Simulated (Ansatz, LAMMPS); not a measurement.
# Aqueous N(CH3)4+ and I-, 4.8 mol of salt per kg of water at 300 K (210 atoms): support functions against a reference

Aim: test how closely localised support functions follow the reference on aqueous N(CH3)4+ and I-, 4.8 mol of salt per kg of water at 300 K (210 atoms), and at what cost. A setting counts as converged where the r.m.s. difference of forces stays under 1 % of the r.m.s. force.

Method: Kohn-Sham DFT, PBE+D4, PAW (set soft_2, large core), plane waves, in Ansatz 0.2.0.

Report form: the programs' logs are mostly left out.

**1. Set-up**

The cell holds 210 atoms: 16 C, 4 N, 140 H, 46 O and 4 I. Cell: a = 13.025 Å, b = 13.025 Å, c = 13.025 Å, α = 90.0°, β = 90.0°, γ = 90.0°. 46 H2O, 4 N(CH3)4+, 4 I- placed at random, at 1.23 g/cm³; overlaps pushed apart, then 10 ps at 420 K with Joung-Cheatham ions (J. Phys. Chem. B 112, 9020 (2008)); MMFF94 bonds, angles, torsions, charges and radii (Halgren, J. Comput. Chem. 17, 490 (1996)) in harmonic and 12-6 forms; SPC/E water (Berendsen, Grigera and Straatsma, J. Phys. Chem. 91, 6269 (1987)). Snapshot after 20 ps at 300 K and fixed volume.

What the set-up can't give: The network of contacts between molecules at the start is that of the classical potential that made the cell, and needn't be the one that DFT or experiment would give. The concentration wasn't checked against solubility and may exceed it. The density was typed from a rule of thumb and may lie off the real one at this temperature. Sampling is at Γ alone, for a cell whose shortest periodic width is 13 Å. The levels lack spin–orbit coupling, which is large for the heavy elements here.

**2. How the cell was made**

A classical potential makes the cell, at a small fraction of what the same run would cost in DFT.

This step: classical MD, Joung-Cheatham ions (J. Phys. Chem. B 112, 9020 (2008)); MMFF94 bonds, angles, torsions, charges and radii (Halgren, J. Comput. Chem. 17, 490 (1996)) in harmonic and 12-6 forms; SPC/E water (Berendsen, Grigera and Straatsma, J. Phys. Chem. 91, 6269 (1987)) (LAMMPS 22 Jul 2025 - Update 4).

Contents of in.lmp:

```
# aqueous N(CH3)4+ and I-, 4.8 mol of salt per kg of water
units real
atom_style full
boundary p p p
bond_style harmonic
angle_style harmonic
dihedral_style opls
improper_style harmonic
special_bonds lj 0 0 0.5 coul 0 0 0.75
read_data data.lmp
neigh_modify delay 0 every 1 check yes one 4000
comm_modify cutoff 12.0
timestep 0.5
thermo_style custom step time temp pe press density
thermo_modify norm yes
# push overlapping molecules apart
pair_style soft 2.6
pair_coeff * * 0.0
variable a equal ramp(1,60)
fix ad all adapt 1 pair soft a * * v_a
velocity all create 420 205331 mom yes dist gaussian
fix lim all nve/limit 0.03
fix lan all langevin 420 420 50 205332 zero yes
thermo 1000
run 3000 post no
unfix ad
pair_style lj/cut/coul/long 9.0
pair_modify mix arithmetic tail yes
pair_coeff 1 1 0.0678 3.3680   # C
pair_coeff 2 2 0.0721 3.3270   # N
pair_coeff 3 3 0.0216 2.5400   # H
pair_coeff 4 4 0.1553 3.1660   # O
pair_coeff 5 5 0.0000 1.0000   # H
pair_coeff 6 6 0.0428 5.2011   # I
# [... 19 lines left out ...]
compute msd all msd com yes
thermo 5000
fix md all nvt temp 300 300 100
run 20000 post no
print "== T300: mean square displacement over the hold $(c_msd[4]:%.2f) A^2"
unfix md
uncompute msd
write_dump all custom T300.dump id type xs ys zs modify sort id
```

Run with:

```
> lmp -in in.lmp -log none -nocite
```

Wall time 46 s (1 thread of Intel Xeon Platinum 8259CL at 2.50GHz (Skylake/Cascade Lake), shared host); peak memory 0.11 GiB.

The input also reads data.lmp (atoms, bonds and types; not printed here).

**3. Plane-wave single point**

The first run uses the default basis; a harder plane-wave run follows as the reference for the support functions.

Contents of input.yaml:

```yaml
crystal:
  lattice:
    - [13.0253, 0.0, 0.0]
    - [0.0, 13.0253, 0.0]
    - [0.0, 0.0, 13.0253]
  atoms:
    - { symbol: C, position: [0.81471, 0.48596, 0.18896] }
    - { symbol: "N", position: [0.73816, 0.46933, 0.2718] }
    - { symbol: C, position: [0.69585, 0.36035, 0.27295] }
    - { symbol: C, position: [0.65629, 0.54688, 0.2703] }
    - { symbol: C, position: [0.79499, 0.47731, 0.37557] }
    - { symbol: H, position: [0.89029, 0.44744, 0.2087] }
    - { symbol: H, position: [0.83572, 0.56688, 0.18654] }
    - { symbol: H, position: [0.78786, 0.44799, 0.11406] }
    - { symbol: H, position: [0.76362, 0.31147, 0.25864] }
    - { symbol: H, position: [0.66224, 0.34864, 0.3465] }
    - { symbol: H, position: [0.64645, 0.35121, 0.20695] }
    - { symbol: H, position: [0.59821, 0.54236, 0.33598] }
    - { symbol: H, position: [0.67868, 0.62556, 0.2595] }
    - { symbol: H, position: [0.6123, 0.51804, 0.21221] }
    - { symbol: H, position: [0.86399, 0.42723, 0.37058] }
    - { symbol: H, position: [0.81955, 0.5575, 0.38621] }
    - { symbol: H, position: [0.7426, 0.45466, 0.43237] }
    - { symbol: C, position: [0.96502, 0.84912, 0.85988] }
    - { symbol: "N", position: [0.93989, 0.791, 0.76158] }
    - { symbol: C, position: [0.83282, 0.74323, 0.77084] }
    - { symbol: C, position: [0.02279, 0.71304, 0.74718] }
    - { symbol: C, position: [0.94893, 0.8666, 0.67722] }
    - { symbol: H, position: [0.96538, 0.78845, 0.91681] }
    - { symbol: H, position: [0.9051, 0.90333, 0.88656] }
    - { symbol: H, position: [0.04283, 0.87804, 0.85424] }
    - { symbol: H, position: [0.84003, 0.69173, 0.83646] }
    - { symbol: H, position: [0.77608, 0.80312, 0.78994] }
    - { symbol: H, position: [0.82351, 0.701, 0.70462] }
    - { symbol: H, position: [0.01027, 0.66856, 0.67738] }
    - { symbol: H, position: [0.09803, 0.74294, 0.74402] }
    - { symbol: H, position: [0.01627, 0.65534, 0.80986] }
    - { symbol: H, position: [0.95237, 0.82254, 0.60974] }
    [... 172 atom lines left out ...]
    - { symbol: H, position: [0.80462, 0.52529, 0.89599] }
    - { symbol: H, position: [0.92763, 0.53395, 0.9186] }
    - { symbol: I, position: [0.58096, 0.95471, 0.98766] }
    - { symbol: I, position: [0.4092, 0.15315, 0.38044] }
    - { symbol: I, position: [0.45912, 0.3285, 0.96935] }
    - { symbol: I, position: [0.07314, 0.55171, 0.04706] }
kpoints:
  mp_grid: { grid: [1, 1, 1] }
hamiltonian:
  xc: pbe
  dispersion: d4
  pseudopotentials: { kind: paw, core: large }
scf:
  occupations: { method: fixed }
output:
  forces: true
  stress: true
  populations: true
  dos:
    method: { smearing: { sigma: 0.1 } }
    de: 0.1
    projected: { site_lists: { C: [C], H: [H], I: [I], "N": ["N"], O: [O] } }
  eigenvalues: true
  write_density: true
  write_potential: true
  volumetric_format: npy
```

Run with:

```
> ansatz run input.yaml --threads 8 --pin off --max-ram 15872MiB --backend cpu --events-out ev --progress --plain --runs-dir out
```

Wall time 25 s (8 threads of Intel Xeon Platinum 8259CL at 2.50GHz (Skylake/Cascade Lake), shared host); peak memory 3.3 GiB.

The program notes that potentials were chosen by core size and the exchange-correlation potential is rough where the density is thin.

The run gave:

| Property | Result |
| --- | --- |
| free energy | -54581.5045 eV |
| free energy per atom | -259.9119 eV/atom |
| SCF cycles | 12 |
| pressure | -1.744 GPa |
| r.m.s. force component | 0.6264 eV/Å |
| longest force | 3.405 eV/Å |
| Fermi energy | -1.211 eV |
| gap (highest filled to lowest empty level) | 3.723 eV |
| spilling of the projection | 0.01176 |

The r.m.s. force component of 0.63 eV/Å sets the scale for the differences below.

**4. Plane waves at 750 eV (750 eV)**

The grid of the support functions holds more waves than the default cutoff, so they are judged against a harder plane-wave run.

input.yaml, the sections that differ from step 3:

```yaml
output:
  forces: true
  eigenvalues: true
basis:
  ecutwfc: "750 eV"
# crystal, kpoints, hamiltonian, scf: as in step 3
```

Elapsed: 32 s, on 8 threads; peak memory 6.6 GiB; 3.8 min of CPU time.

Forces differ from the reference by 8.9 meV/Å r.m.s., 1.4 % of their size, over a tolerance of 1 %; the energy by -4.4 meV/atom. This is the tighter run, so the reference isn't converged in this setting (nor is this run shown to be).

**5. Support functions medium**

With localised support functions most steps grow linearly with size, though the diagonalisation grows faster unless the density matrix is cut; this run measures error and cost at this size. Besides, the program derives a nominal cutoff of 464 eV for this run, against the reference's 750.

This step: Kohn-Sham DFT, PBE+D4, PAW (set soft_2, large core), localised support functions (medium) (Ansatz 0.2.0).

input.yaml, as its differences from that of step 4:

```diff
@@ -15,2 +15,4 @@
   occupations: { method: fixed }
+  eigensolver: { kind: { support_functions: { accuracy: medium } } }
+  max_iter: 150
 output:
@@ -18,3 +20 @@
   eigenvalues: true
-basis:
-  ecutwfc: "750 eV"
```

The job ended after 72 s (8 threads; peak memory 4.8 GiB).

The program notes that the band table was not solved further than the SCF left it and it switched symmetry off.

Keys that differ from the reference: basis.ecutwfc removed, support_functions.accuracy = "medium" and scf.max_iter = 150.

Forces differ from the reference by 1.6 meV/Å r.m.s., 0.25 % of their size, well within a tolerance of 1 %; the energy by -0.59 meV/atom. It took 2.3 times the reference's time (shared host, so rough).

**6. Support functions low**

With localised support functions most steps grow linearly with size, though the diagonalisation grows faster unless the density matrix is cut; this run measures error and cost at this size. Besides, the program derives a nominal cutoff of 420 eV for this run, against the reference's 750.

This step: Kohn-Sham DFT, PBE+D4, PAW (set soft_2, large core), localised support functions (low) (Ansatz 0.2.0).

input.yaml, as its differences from that of step 5:

```diff
@@ -15,3 +15,3 @@
   occupations: { method: fixed }
-  eigensolver: { kind: { support_functions: { accuracy: medium } } }
+  eigensolver: { kind: { support_functions: { accuracy: low } } }
   max_iter: 150
```

It took 62 s on 8 threads; peak memory 4.7 GiB; 7.7 min of CPU time.

Keys that differ from the reference: basis.ecutwfc removed, support_functions.accuracy = "low" and scf.max_iter = 150.

Forces differ from the reference by 1.7 meV/Å r.m.s., 0.27 % of their size, well within a tolerance of 1 %; the energy by -0.59 meV/atom. It took 1.9 times the reference's time (shared host, so rough).

**7. Support functions high**

With localised support functions most steps grow linearly with size, though the diagonalisation grows faster unless the density matrix is cut; this run measures error and cost at this size. Besides, the program derives a nominal cutoff of 631 eV for this run, against the reference's 750.

This step: Kohn-Sham DFT, PBE+D4, PAW (set soft_2, large core), localised support functions (high) (Ansatz 0.2.0).

input.yaml, as its differences from that of step 6:

```diff
@@ -15,3 +15,3 @@
   occupations: { method: fixed }
-  eigensolver: { kind: { support_functions: { accuracy: low } } }
+  eigensolver: { kind: { support_functions: { accuracy: high } } }
   max_iter: 150
```

Run time: 5 min. Hardware: 8 threads; peak memory 13 GiB.

Keys that differ from the reference: basis.ecutwfc removed, support_functions.accuracy = "high" and scf.max_iter = 150.

Forces differ from the reference by 1.5 meV/Å r.m.s., 0.24 % of their size, well within a tolerance of 1 %; the energy by -0.66 meV/atom. It took 9.5 times the reference's time (shared host, so rough).

**8. Support functions medium, radius 3.31 Å**

The radius confines each support function; a larger one gives more freedom and more work per atom. Besides, the program derives a nominal cutoff of 464 eV for this run, against the reference's 750.

This step: Kohn-Sham DFT, PBE+D4, PAW (set soft_2, large core), localised support functions (medium) (Ansatz 0.2.0).

input.yaml, as its differences from that of step 7:

```diff
@@ -15,3 +15,3 @@
   occupations: { method: fixed }
-  eigensolver: { kind: { support_functions: { accuracy: high } } }
+  eigensolver: { kind: { support_functions: { accuracy: medium, radius: 3.31 } } }
   max_iter: 150
```

Run time: 68 s. Hardware: 8 threads; peak memory 4.7 GiB; 8.4 min of CPU time.

Keys that differ from the reference: basis.ecutwfc removed, support_functions.accuracy = "medium", support_functions.radius = 3.31 and scf.max_iter = 150.

Forces differ from the reference by 1.6 meV/Å r.m.s., 0.26 % of their size, well within a tolerance of 1 %; the energy by -0.59 meV/atom. It took 2.2 times the reference's time (shared host, so rough).

**9. Support functions medium, radius 3.58 Å**

input.yaml, the sections that differ from step 8:

```yaml
scf:
  occupations: { method: fixed }
  eigensolver: { kind: { support_functions: { accuracy: medium, radius: 3.58 } } }
  max_iter: 150
# crystal, kpoints, hamiltonian, output: as in step 8
```

Elapsed: 73 s, on 8 threads; peak memory 5.1 GiB.

Keys that differ from the reference: basis.ecutwfc removed, support_functions.accuracy = "medium", support_functions.radius = 3.58 and scf.max_iter = 150.

Forces differ from the reference by 1.6 meV/Å r.m.s., 0.25 % of their size, well within a tolerance of 1 %; the energy by -0.59 meV/atom. It took 2.3 times the reference's time (shared host, so rough).

**10. Support functions medium, radius 3.82 Å**

input.yaml, the sections that differ from step 9:

```yaml
scf:
  occupations: { method: fixed }
  eigensolver: { kind: { support_functions: { accuracy: medium, radius: 3.82 } } }
  max_iter: 150
# crystal, kpoints, hamiltonian, output: as in step 9
```

Elapsed: 96 s, on 8 threads; peak memory 5.4 GiB.

Keys that differ from the reference: basis.ecutwfc removed, support_functions.accuracy = "medium", support_functions.radius = 3.82 and scf.max_iter = 150.

Forces differ from the reference by 1.5 meV/Å r.m.s., 0.24 % of their size, well within a tolerance of 1 %; the energy by -0.59 meV/atom. It took 3.0 times the reference's time (shared host, so rough).

**11. Support functions medium, radius 4.09 Å**

input.yaml, the sections that differ from step 10:

```yaml
scf:
  occupations: { method: fixed }
  eigensolver: { kind: { support_functions: { accuracy: medium, radius: 4.09 } } }
  max_iter: 150
# crystal, kpoints, hamiltonian, output: as in step 10
```

Run time: 1.8 min. Hardware: 8 threads; peak memory 5.9 GiB; 14 min of CPU time.

Keys that differ from the reference: basis.ecutwfc removed, support_functions.accuracy = "medium", support_functions.radius = 4.09 and scf.max_iter = 150.

Forces differ from the reference by 1.5 meV/Å r.m.s., 0.23 % of their size, well within a tolerance of 1 %; the energy by -0.59 meV/atom. It took 3.4 times the reference's time (shared host, so rough).

**12. Support functions medium, radius 4.61 Å**

input.yaml, the sections that differ from step 11:

```yaml
scf:
  occupations: { method: fixed }
  eigensolver: { kind: { support_functions: { accuracy: medium, radius: 4.61 } } }
  max_iter: 150
# crystal, kpoints, hamiltonian, output: as in step 11
```

It took 2.4 min on 8 threads; peak memory 7.2 GiB; 18 min of CPU time.

Keys that differ from the reference: basis.ecutwfc removed, support_functions.accuracy = "medium", support_functions.radius = 4.61 and scf.max_iter = 150.

Forces differ from the reference by 1.5 meV/Å r.m.s., 0.24 % of their size, well within a tolerance of 1 %; the energy by -0.59 meV/atom. It took 4.6 times the reference's time (shared host, so rough).

**13. Support functions medium, radius 5.12 Å**

input.yaml, the sections that differ from step 12:

```yaml
scf:
  occupations: { method: fixed }
  eigensolver: { kind: { support_functions: { accuracy: medium, radius: 5.12 } } }
  max_iter: 150
# crystal, kpoints, hamiltonian, output: as in step 12
```

It took 3.4 min on 8 threads; peak memory 9 GiB; 26 min of CPU time.

Keys that differ from the reference: basis.ecutwfc removed, support_functions.accuracy = "medium", support_functions.radius = 5.12 and scf.max_iter = 150.

Forces differ from the reference by 1.5 meV/Å r.m.s., 0.24 % of their size, well within a tolerance of 1 %; the energy by -0.59 meV/atom. It took 6.5 times the reference's time (shared host, so rough).

**14. A changed input**

A doubtful change is made on purpose, to see how the program answers.

This step: Kohn-Sham DFT, PBE+D4, PAW (set soft_2, large core), plane waves (Ansatz 0.2.0).

The cell differs from the one that the last finished run ended in (a 13.025 → 24.614 Å, b 13.025 → 24.614 Å, c 13.025 → 24.614 Å).

input.yaml, the sections that differ from step 13:

```yaml
crystal:
  lattice:
    - [24.61424937, 0.0, 0.0]
    - [0.0, 24.61424937, 0.0]
    - [0.0, 0.0, 24.61424937]
  atoms:
    [... the 210 atom lines of step 3 ...]
scf:
  occupations: { method: fixed }
  max_iter: 50
output:
  forces: true
# kpoints, hamiltonian: as in step 13
```

Run time: 85 s. Hardware: 8 threads; peak memory 15 GiB.

Residual by cycle:

cycle, log10 residual and a bar from the least value:
```
        1        2.8 ##############
        2        4.0 ##############################
        3        3.3 #####################
        4        2.2 ######
        5        2.3 #######
        6        1.7 
        7        2.5 ##########
        8        2.2 ######
        9        2.2 ######
```

The run was cut off at its time limit.

After 9 cycles the residual stands at 145.

The change made on purpose: crystal.lattice.

**15. What each setting buys**

Each row is set against the plane-wave reference (Kohn-Sham DFT, PBE+D4, PAW (set soft_2, large core), plane waves; r.m.s. force component 0.626 eV/Å). Energies are set beside the reference only for runs with its functional, potentials and electron count. Times are for 8 threads of Intel Xeon Platinum 8259CL at 2.50GHz (Skylake/Cascade Lake), shared host. The reference's time includes the DOS, the stress and grids, which some other runs skip.

| run | Δ force, r.m.s. (meV/Å) | share of r.m.s. force (%) | Δ energy (meV/atom) | Δ gap (eV) | cycles | time | host memory (GiB) |
| --- | --- | --- | --- | --- | --- | --- | --- |
| reference | - | - | - | - | 12 | 25 s | 3.3 |
| plane waves at 750 eV (750 eV) | 8.95 | 1.43 | -4.38 | 1.0e-4 | 12 | 32 s | 6.6 |

(Continued in part 2 of 2.)

[Logs are printed without paths, hosts, clocks, repeated set-up lines and the standing remarks that a program may print on its own settings, such as how far it seeks lower states.]

[Hosts, paths, dates, database ids (printed as entryN), source tags and the programs' standing remarks are cut or masked in the printed files.]

[The MMFF94 radii named for the starting cell were scaled by 0.96; in molecules described by MMFF94, hydrogen bound to N, O or S took a small fixed 12-6 site in their place.]
